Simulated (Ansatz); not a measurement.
**What AgC (built on the sites of a database entry of TlC) distorts into**

Aim: this structure of AgC (built on the sites of a database entry of TlC) is to be tested for unstable modes, and one is followed downhill.

Main program and level: Ansatz 0.2.0; DFT LDA, scalar-relativistic, plane waves, PAW.

Report form: the programs' logs are mostly left out.

The structure was built from a prototype and need not be the compound's stable phase.

## (1) Starting point

The structure is cubic, space group Fm-3m (No. 225). The conventional cell has a = 4.521 Å, b = 4.521 Å, c = 4.521 Å, α = 90.00°, β = 90.00°, γ = 90.00°. Nearest to Ag lie 6 C at 2.26 Å. Nearest to C lie 6 Ag at 2.26 Å. Farther neighbours are not listed.

## (2) The dispersion

The cell comes from relaxations at this level that are not shown. Stability and thermal properties need the whole zone. Linear response on a 4×4×4 q mesh gives force constants as far as a supercell of that size would.

input.yaml reads:

```yaml
crystal:
  lattice:
    - [0.0, 2.2603460705, 2.2603460705]
    - [2.2603460705, 0.0, 2.2603460705]
    - [2.2603460705, 2.2603460705, 0.0]
  atoms:
    - { symbol: Ag, position: [0.0, 0.0, 0.0] }
    - { symbol: C, position: [0.5, 0.5, 0.5] }
kpoints:
  mp_grid: { grid: [16, 16, 16] }
hamiltonian:
  xc: lda
scf:
  occupations: { method: methfessel_paxton, width: 0.15 }
output:
  eigenvalues: true
phonons:
  method: dfpt
  qmesh: [4, 4, 4]
  temperatures: { t_max: 1000, t_step: 50 }
  qpath:
    path:
      - [[0.0, 0.0, 0.0], [0.5, 0.0, 0.5], [0.625, 0.25, 0.625]]
      - [[0.375, 0.375, 0.75], [0.0, 0.0, 0.0], [0.5, 0.5, 0.5], [0.5, 0.25, 0.75], [0.5, 0.0, 0.5]]
    npoints: 10
```

On the command line:

```
$ ansatz run input.yaml --threads 4 --pin off --max-ram 7168MiB --backend cpu --events-out ev --progress --plain --runs-dir out
```

The job ended after 4.4 min (4 threads of Arm Neoverse V2, shared host; peak memory 3.4 GiB; 17 min of CPU time).

This step gave:

- volume per atom: 11.55 Å³
- gap on the k-mesh: 0 eV
- sum-rule residual before enforcement: 8.99e-6 eV/Å²
- lowest frequency on the path: -139.8 cm⁻¹
- point group: m-3m
- highest frequency on the path or at a solved wavevector: 325.8 cm⁻¹
- highest optical mode at the zone centre (no LO-TO term): 242.2 cm⁻¹
- lowest optical zone-centre mode: 242.2 cm⁻¹
- lowest mode on the q mesh (acoustic modes at Γ apart): -141.4 cm⁻¹

Frequencies (cm⁻¹) solved at each irreducible wavevector; negative means imaginary. Frequencies by wavevector, by row:

```tsv
q in reciprocal lattice units	star	mode 1	mode 2	mode 3	mode 4	mode 5	mode 6
0 0 0	1	0	0	0	242.2	242.2	242.2
0 0 0.25	8	44.1	44.1	126.1	195.8	195.8	283.3
0 0 -0.5	4	134.1	134.1	158.4	269	269	325.8
0 0.25 0.25	6	51	51	144	259.1	259.1	304.5
0 0.25 -0.5	24	-141.4	-61.1	78.3	213.3	249.6	279.3
0 0.25 -0.25	12	43.3	128.7	149.8	272.3	282.3	308.5
0 -0.5 -0.5	3	-47	58	58	260.1	277.1	277.1
0.25 -0.5 -0.25	6	34.1	34.1	129.2	287.1	287.1	316.6
```

Interpolated from a 4×4×4 q mesh. Phonon branches along the path, in cm⁻¹:

```tsv
point	branch 1	branch 2	branch 3	branch 4	branch 5	branch 6
Γ	0	0	0	242	242	242
halfway	51	51	144	259	259	304
X	-47	58	58	260	277	277
halfway	-102	45	67	252	257	285
U	-140	51	92	237	248	302
jump to K	-140	51	92	237	248	302
halfway	68	111	147	245	258	294
Γ	0	0	0	242	242	242
halfway	44	44	126	196	196	283
L	134	134	158	269	269	326
halfway	-96	-17	133	235	264	293
W	34	34	129	287	287	317
halfway	-103	64	78	256	272	284
X	-47	58	58	260	277	277
```

Symmetry leaves 8 wavevectors to solve. The lowest mode among them, the acoustic zeros apart, lies at q = (0, 0.25, -0.5) and is imaginary, 141.4i cm⁻¹, so the energy falls along it.

## (3) The mode frozen in, largest atomic shift 0 Å

The mode followed lies at q = (0, 0.25, -0.5) with frequency 61.1i cm⁻¹, one of the unstable modes though not the softest. At small amplitude the distorted cell has space group no. 15 by a symmetry search on the positions. The undistorted cell that holds it gives the zero of energy on the same k mesh.

System of this step: AgC (built on the sites of a database entry of TlC). The structure is cubic, space group Fm-3m (No. 225). The conventional cell has a = 4.521 Å, b = 4.521 Å, c = 4.521 Å, α = 90.00°, β = 90.00°, γ = 90.00°. Nearest to Ag lie 6 C at 2.26 Å. C has 6 Ag at 2.26 Å nearest. Farther neighbours are not listed.

input.yaml reads:

```yaml
crystal:
  lattice:
    - [0.0, -2.2603460705, -2.2603460705]
    - [4.5206921411, 2.2603460705, -2.2603460705]
    - [2.2603460705, -4.5206921411, 2.2603460705]
  atoms:
    - { symbol: Ag, position: [0.75, 0.75, 0.5] }
    - { symbol: Ag, position: [0.5, 0.5, 0.0] }
    - { symbol: Ag, position: [0.25, 0.25, 0.5] }
    - { symbol: Ag, position: [0.0, 0.0, 0.0] }
    - { symbol: C, position: [0.625, 0.125, 0.75] }
    - { symbol: C, position: [0.375, 0.875, 0.25] }
    - { symbol: C, position: [0.125, 0.625, 0.75] }
    - { symbol: C, position: [0.875, 0.375, 0.25] }
kpoints:
  mp_grid: { grid: [10, 6, 10] }
hamiltonian:
  xc: lda
scf:
  occupations: { method: methfessel_paxton, width: 0.15 }
output:
  forces: true
  stress: true
  eigenvalues: true
```

It took 8 s on 4 threads; peak memory 0.82 GiB.

Numbers from this step:

```
pressure                         : -0.02914 GPa
energy from the undistorted cell : 0 meV/atom
```

The run ends at a pressure of -0.03 GPa.

## (4) The mode frozen in, largest atomic shift 0.14 Å

The atoms are moved along the unstable eigenvector, the largest shift by 0.14 Å, with the cell fixed.

input.yaml reads:

```yaml
crystal:
  lattice:
    - [0.0, -2.2603460705, -2.2603460705]
    - [4.5206921411, 2.2603460705, -2.2603460705]
    - [2.2603460705, -4.5206921411, 2.2603460705]
  atoms:
    - { symbol: Ag, position: [0.737012385, 0.75, 0.5] }
    - { symbol: Ag, position: [0.512987615, 0.5, 0.0] }
    - { symbol: Ag, position: [0.262987615, 0.25, 0.5] }
    - { symbol: Ag, position: [-0.012987615, 0.0, 0.0] }
    - { symbol: C, position: [0.625, 0.125, 0.75] }
    - { symbol: C, position: [0.3312036315, 0.875, 0.25] }
    - { symbol: C, position: [0.125, 0.625, 0.75] }
    - { symbol: C, position: [0.9187963685, 0.375, 0.25] }
kpoints:
  mp_grid: { grid: [10, 6, 10] }
hamiltonian:
  xc: lda
scf:
  occupations: { method: methfessel_paxton, width: 0.15 }
output:
  forces: true
  stress: true
  eigenvalues: true
  write_density: true
  write_potential: true
  elf: true
  volumetric_format: npy
```

Wall time 12 s (4 threads); peak memory 0.83 GiB; 46 s of CPU time.

This step gave:

| Property | Result |
| --- | --- |
| pressure | 0.2076 GPa |
| energy from the undistorted cell | -0.245 meV/atom |

The energy, extrapolated to zero smearing, is -0.24 meV/atom against the undistorted cell.

The run ends at a pressure of 0.21 GPa, with forces up to 0.074 eV/Å.

## (5) Energy along the mode, all amplitudes (two of the runs are shown above)

An imaginary frequency means negative curvature, so the energy should fall and then rise again as anharmonic terms take over.

This step gave:

```
depth at the lowest point sampled  : 0.245 meV/atom
largest atomic shift at that point : 0.14 Å
```

Table of energy from the parent by largest atomic shift:

```tsv
largest atomic shift (Å)	energy from the parent (meV/atom)
0.000	0
0.040	-0.082
0.080	-0.238
0.140	-0.245
0.220	1.22
0.320	7.97
```

Displacement at unit largest shift by atom:

```tsv
atom	x (Å)	y (Å)	z (Å)	size
Ag1	0.000	0.210	0.210	0.297
Ag2	0.000	-0.210	-0.210	0.297
Ag3	0.000	-0.210	-0.210	0.297
Ag4	0.000	0.210	0.210	0.297
C5	0.000	0.000	0.000	0.000
C6	0.000	0.707	0.707	1.000
C7	0.000	0.000	0.000	0.000
C8	0.000	-0.707	-0.707	1.000
```

The lowest of the steps tried is at 0.14 Å, 0.245 meV/atom below the parent; the bottom of the well need not coincide with a step.

## (6) Relaxing from the distorted cell

Starting from the lowest point found, all atoms and the cell are let go, so that strain and other modes of the same symmetry can join in.

input.yaml: that of step 4 with these lines changed.

```diff
@@ -24,5 +24,6 @@
   eigenvalues: true
-  write_density: true
-  write_potential: true
-  elf: true
-  volumetric_format: npy
+relax:
+  adjacent_minimum: "off"
+  f_tol: 0.002
+  max_steps: 120
+  cell: { stress_tol: 0.03 }
```

Elapsed: 1.7 min, on 4 threads; peak memory 0.87 GiB.

Relaxation path:

```tsv
step	energy less that of the first step (eV)	largest force component (eV/Å)	pressure (GPa)	volume (Å³)
1	0.0000	0.0645	0.21	92.39
2	-0.0017	0.0365	0.00	92.48
3	-0.0034	0.0151	0.30	92.30
4	-0.0038	0.0127	0.29	92.32
5	-0.0036	0.0181	-0.33	92.74
6	-0.0043	0.0098	0.28	92.43
7	-0.0042	0.0009	-0.01	92.56
8*	-0.0047	0.0010	0.01	92.56
9	-0.0047	0.0007	0.00	92.58
10	-0.0047	0.0010	0.01	92.58
11*	-0.0047	0.0010	0.01	92.58
```

Relaxation steps marked * repeat the geometry before them on a plane-wave basis chosen anew for their cell, so energy and pressure can jump there.

The run keeps the 4 symmetry operations that it works with, so distortions that break them were not tested.

```tsv
cell as run	before	after	change
a (Å)	3.197	3.239	+1.3 %
b (Å)	5.537	5.479	-1.0 %
c (Å)	5.537	5.546	+0.2 %
α (°)	99.59	99.96	+0.4 %
β (°)	73.22	73.02	-0.3 %
volume (Å³/atom)	11.55	11.57	+0.2 %
```

The atoms that moved most (Å, as changes of fractional coordinates times the final cell):

```tsv
atom	dx	dy	dz	length
C6	0.000	0.042	0.042	0.059
C8	0.000	-0.042	-0.042	0.059
Ag3	-0.008	-0.023	-0.017	0.030
Ag2	0.008	-0.017	-0.023	0.030
Ag1	-0.008	0.017	0.023	0.030
Ag4	0.008	0.023	0.017	0.030
```

Numbers from this step:

```
pressure        : 0.007280 GPa
volume per atom : 11.57 Å³
```

The distorted start has space group C2/c; the relaxation ends in C2/c.

## (7) The new phase in its own primitive cell

The relaxed structure is symmetrised, reduced to its primitive cell and relaxed tightly, as its phonons need.

input.yaml reads:

```yaml
crystal:
  lattice:
    - [5.3038651607, -1.6196884672, 0.0]
    - [5.3038651607, 1.6196884672, 0.0]
    - [-0.990388521, 0.0, 5.3883949892]
  atoms:
    - { symbol: Ag, position: [0.8965911753, 0.3531955342, 0.6232096602] }
    - { symbol: Ag, position: [0.1034088247, 0.6468044658, 0.3767903398] }
    - { symbol: Ag, position: [0.3531955342, 0.8965911753, 0.1232096602] }
    - { symbol: Ag, position: [0.6468044658, 0.1034088247, 0.8767903398] }
    - { symbol: C, position: [0.0, 0.5, 0.0] }
    - { symbol: C, position: [0.3121446785, 0.6878553215, 0.75] }
    - { symbol: C, position: [0.5, 0.0, 0.5] }
    - { symbol: C, position: [0.6878553215, 0.3121446785, 0.25] }
kpoints:
  mp_grid: { grid: [10, 10, 6] }
hamiltonian:
  xc: lda
scf:
  occupations: { method: methfessel_paxton, width: 0.15 }
output:
  forces: true
  stress: true
  eigenvalues: true
relax:
  adjacent_minimum: "off"
  f_tol: 0.001
  max_steps: 60
  cell: { stress_tol: 0.01 }
```

The job ended after 27 s (4 threads; peak memory 0.87 GiB; 1.8 min of CPU time).

Little changed from the start: no atom moved by 0.005 Å and no cell edge by 0.1 %.

Numbers from this step:

| Item | Value |
| --- | --- |
| pressure | -2.03e-4 GPa |

The largest force component left is 0.63 meV/Å and the pressure is 0.000 GPa, within the tolerances set. The cell now holds 11.57 Å³/atom.

## (8) Modes of the new phase, k-mesh 10×10×6

A relaxed structure may still be a saddle point, so its zone-centre modes are computed. No field response is asked, since the mesh shows no gap.

input.yaml reads:

```yaml
crystal:
  lattice:
    - [5.3038670739, -1.6197665829, 0.0001025346]
    - [5.3038670739, 1.6197665829, 0.0001025346]
    - [-0.9902847095, 0.0, 5.3883386243]
  atoms:
    - { symbol: Ag, position: [0.896572975, 0.3532129269, 0.623197398] }
    - { symbol: Ag, position: [0.103427025, 0.6467870731, 0.376802602] }
    - { symbol: Ag, position: [0.3532129269, 0.896572975, 0.123197398] }
    - { symbol: Ag, position: [0.6467870731, 0.103427025, 0.876802602] }
    - { symbol: C, position: [0.0, 0.5, 0.0] }
    - { symbol: C, position: [0.3121286368, 0.6878713632, 0.75] }
    - { symbol: C, position: [0.5, 0.0, 0.5] }
    - { symbol: C, position: [0.6878713632, 0.3121286368, 0.25] }
kpoints:
  mp_grid: { grid: [10, 10, 6] }
hamiltonian:
  xc: lda
scf:
  occupations: { method: methfessel_paxton, width: 0.15 }
output:
  eigenvalues: true
phonons:
  method: dfpt
```

Elapsed: 7.7 min, on 4 threads; peak memory 4 GiB; 30 min of CPU time.

Numbers from this step:

| Quantity | Value |
| --- | --- |
| sum-rule residual before enforcement | 1.20e-5 eV/Å² |
| point group | 2/m |
| highest optical mode at the zone centre (no LO-TO term) | 367.2 cm⁻¹ |
| lowest optical zone-centre mode | -111.2 cm⁻¹ |

Patterns of degenerate modes are one choice out of their space. Modes at Γ, with each element's share of the kinetic energy (negative means imaginary):

```tsv
mode	frequency (cm⁻¹)	symmetry	Ag %	C %
1	-111.2	Bu	27	73
2	-100.9	Au	38	62
3	-56.3	Bg	67	33
4	0.0	acoustic	90	10
5	0.0	acoustic	90	10
6	0.0	acoustic	90	10
7	75.7	Ag	85	15
8	75.8	Au	86	14
9	97.5	Bg	94	6
10	108.1	Bu	64	36
11	120.2	Bg	94	6
12	129.8	Ag	98	2
13	141.9	Au	43	57
14	159.9	Ag	97	3
15	270.9	Bu	10	90
16	278.0	Au	18	82
17	281.0	Ag	19	81
18	292.9	Bg	32	68
19	296.4	Bu	8	92
20	312.6	Au	18	82
21	326.8	Bg	12	88
22	330.4	Bu	10	90
23	366.3	Bu	1	99
24	367.2	Au	6	94
```

Displacements in mode 1 (-111.2 cm⁻¹), the largest set to 1:
```
Ag1  0.02 -0.16 -0.01
Ag2  0.02 -0.16 -0.01
Ag3  0.02  0.16 -0.01
Ag4  0.02  0.16 -0.01
C5  -0.41  1.00  0.27
C6   0.11  0.00 -0.12
C7  -0.41 -1.00  0.27
C8   0.11  0.00 -0.12
```

Displacements in mode 22 (330.4 cm⁻¹), the largest set to 1:
```
Ag1  0.06 -0.10 -0.03
Ag2  0.06 -0.10 -0.03
Ag3  0.06  0.10 -0.03
Ag4  0.06  0.10 -0.03
C5  -0.36 -0.70  1.00
C6  -0.72  0.00 -0.37
C7  -0.36  0.70  1.00
C8  -0.72  0.00 -0.37
```

Before it was imposed, the acoustic sum rule was missed by 1.2e-5 eV/Å². Small misses are needed for a sound result but don't prove that mesh and cutoff are converged. The lowest optical mode is imaginary, 111.2i cm⁻¹, so the energy falls along it.

## (9) The phases reached

The phases reached along the modes that were followed are set side by side.

Energies are those of the first relaxation, on the mesh of the frozen mode; space group, volume and gap are those of the last relaxation. Phases, by row:

```tsv
mode frozen in	space group	energy from parent (meV/atom)	volume (Å³/atom)	gap on mesh (eV)	lowest zone-centre optical mode (cm⁻¹)	largest shift (Å)
parent	Fm-3m	0	11.55	0	–	–
q = (0, 0.25, -0.5), 141i cm⁻¹	C2/m	-21.86	11.73	0	-94.8	0.489
q = (0, 0.25, -0.5), 61i cm⁻¹	C2/c	-0.81	11.57	0	-111.2	0.201
```

## (10) What came out

| Item | Value |
| --- | --- |
| unstable mode of the parent | q = (0, 0.25, -0.5), 61i cm⁻¹ |
| depth at the lowest point sampled | 0.245 meV/atom |
| largest atomic shift at that point | 0.14 Å |
| space group reached (within 0.01 Å) | C2/c |
| energy gained over the parent (first relaxation, on the mesh of the frozen mode) | 0.808 meV/atom |
| volume per atom, phase reached | 11.6 Å³ |
| lowest optical zone-centre mode, phase reached | -111 cm⁻¹ |
| highest optical mode at the zone centre (no LO-TO term), phase reached | 367 cm⁻¹ |

In words: Along this mode the structure falls into C2/c, 0.808 meV/atom below the parent. At the parent's cell the well is 0.245 meV/atom deep on the steps tried, with its lowest point at a shift of 0.14 Å. Relaxing atoms and cell changes the gain by +0.56 meV/atom against the lowest step (energies at zero smearing). Most of the total comes from this relaxation. The new phase still has an imaginary mode at the zone centre of its cell, so it is a saddle point on the way to a lower structure. How so shallow a well moves with the k mesh was not tested. Of the 2 patterns followed to their end from this parent, this one ends 21.1 meV/atom above the lowest, C2/m. Each path keeps the symmetry of its pattern, so a lower phase may lie along a pattern not tried. With no gap, or one that is small against the smearing, the frequencies hang on the k mesh and the smearing, most of all near Kohn anomalies. The phonon runs are without spin polarisation, although the cell has an odd electron count. A phonon run warned that its eigensolver left some bands unconverged in a pass. The starting cell was built on a prototype and not taken from a measurement, so the phase need not exist.

[Logs are printed without paths, hosts, clocks, repeated set-up lines and the standing remarks that a program may print on its own settings, such as how far it seeks lower states.]

[Hosts, paths, dates, database ids (printed as entryN), source tags and the programs' standing remarks are cut or masked in the printed files.]
